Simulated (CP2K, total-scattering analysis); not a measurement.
# methanol: neutron weights and totals by hand

A simulated model of methanol at 300 K, fixed volume, from ab initio molecular dynamics with CP2K (revPBE-D3(BJ), Gaussian and plane waves, DZVP-MOLOPT-SR basis, GTH potentials, 400 Ry, CSVR thermostat, no spin, fixed volume, H with the mass of D). The average runs over 0.60 ps of 96 atoms, so shells between rare elements are rough. Mean temperature 301 K, largest m.s.d. 2.89 Å², energy drift -3 meV an atom (last third less first, no steady trend); the first quarter of the run is discarded. Start: last frame of a classical run of this cell at the same density and temperature. So short a stretch relaxes bonds and nearest shells but still remembers its start. It is a liquid as far as so short a run tells. Atom fractions C 0.1667, O 0.1667, H 0.6667; masses C 12.011, O 15.999, H 1.008 u; density 0.7900 g/cm³; coherent lengths C 6.6472, O 5.8037, H 6.6681 fm (H as D). Faber–Ziman partials at a few Q:

| Q (Å⁻¹) | S H–H | S C–O | S C–H | S O–H | S O–O | S C–C |
| --- | --- | --- | --- | --- | --- | --- |
| 1.70 | 0.789 | 3.537 | 4.117 | 1.748 | -0.395 | 4.473 |
| 3.60 | 1.155 | 0.253 | 0.073 | 1.411 | 0.308 | 1.406 |
| 4.10 | 1.088 | 1.196 | 0.350 | 1.226 | 0.447 | 0.804 |

The pair function g(HH), r in Å, every 0.06 Å up to its first minimum: 1.59 0.02, 1.65 0.33, 1.71 2.09, 1.77 4.03, 1.83 3.32, 1.89 0.96, 1.95 0.18, 2.01 0.21.

**Tasks.** (a) The number density. (b) The neutron weights. (c) The neutron S(Q) at the listed Q. (d) The number of H around H.

(a) The mean mass is 0.1667×12.011 + 0.1667×15.999 + 0.6667×1.008 = 5.341 u, so ρ₀ = 0.7900/(5.341 × 1.66054) = 0.08907 Å⁻³.

(b) ⟨b⟩ = 0.1667×6.6472 + 0.1667×5.8037 + 0.6667×6.6681 = 6.521 fm. The weight of a pair is ci cj bi bj (2 − δij)/⟨b⟩²: H–H 0.465, C–O 0.050, C–H 0.232, O–H 0.202, O–O 0.022, C–C 0.029; they sum to 1.000.

(c) S = 1 + Σ w (Sij − 1). At 1.70 Å⁻¹: 1 − 0.098 + 0.128 + 0.722 + 0.151 − 0.031 + 0.100 = 1.972; C–H pushes up most; H–H pulls down most. At 3.60 Å⁻¹: 1 + 0.072 − 0.038 − 0.215 + 0.083 − 0.015 + 0.012 = 0.899; O–H pushes up most; C–H pulls down most. At 4.10 Å⁻¹: 1 + 0.041 + 0.010 − 0.151 + 0.046 − 0.012 − 0.006 = 0.928; O–H pushes up most; C–H pulls down most.

(d) n = 4πρ₀ c(H) Σ r² g Δr. The sum Σ r² g over the listed points is 35.8 Å², so n = 4π × 0.08907 × 0.6667 × 35.8 × 0.06 = 1.60; counting pairs in the frames up to 2.02 Å gives 1.56; the coarse grid and the factor (N − 1)/N for like atoms account for the difference.
